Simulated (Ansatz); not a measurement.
Planning a GW calculation on MoS2 (P6_3/mmc).

The database entry behind the starting cell differs from later determinations by our own check (about 0.3 % long), so it need not match the best structure at ambient conditions.

```yaml
crystal:
  lattice:
    - [3.16900, 0.00000, 0.00000]
    - [-1.58450, 2.74443, 0.00000]
    - [0.00000, 0.00000, 12.32400]
  atoms:
    - { symbol: Mo, position: [0.33333, 0.66667, 0.25000] }
    - { symbol: Mo, position: [0.66667, 0.33333, 0.75000] }
    - { symbol: S, position: [0.33333, 0.66667, 0.62300] }
    - { symbol: S, position: [0.66667, 0.33333, 0.12300] }
    - { symbol: S, position: [0.33333, 0.66667, 0.87700] }
    - { symbol: S, position: [0.66667, 0.33333, 0.37700] }
```

The cell and positions come from the Crystallography Open Database and are kept as given unless a step says otherwise.

Runs so far (Ansatz 0.2.0, start PBE, hard PAW files, 9×9×2 mesh). Times are wall times on 1 × NVIDIA H100 80GB HBM3 (shared by 3 runs) with 4 threads of AMD EPYC 7R13 (Zen 3), shared host, good to a factor of about two.

| bands summed | cutoff (eV) | gap on the mesh (eV) | time |
| --- | --- | --- | --- |
| 306 | 110 | 1.301 | 38 s |
| 663 | 190 | 1.339 | 1.8 min |
| 1105 | 270 | 1.352 | 4.7 min |

What should the next rung give, with 1828 bands and screening to 380 eV, and where is the limit?

The error falls about as one over the bands when the cutoff rises with them. A line through the two highest rungs given predicts 1.361 eV; the run gave 1.360 eV, close to it. The two highest rungs put the limit near 1.371 eV, the pair below near 1.373 eV; their difference is a rough measure of what is unsettled in bands and cutoff; the mesh is a separate error.

The 9×9×2 mesh misses a band edge: on 12×12×2 the PBE gap is 0.88 eV, so these values are not the fundamental gap, which lies some 0.08 eV lower. Limits: not at the basis limit; no spin-orbit coupling.

[Paths, hosts, dates, memory and timing lines, banners, echoed tables and standing remarks are left out of the program output.]

[Logs are printed without paths, hosts, clocks, repeated set-up lines and the standing remarks that a program may print on its own settings, such as how far it seeks lower states.]

[Runs of the session that timed out or met a known fault of the program may be left out.]

[Cells called generated may have been cut or substituted from an entry of the Crystallography Open Database or the Materials Project.]

[Hosts, paths, dates, database ids (printed as entryN), source tags and the programs' standing remarks are cut or masked in the printed files.]
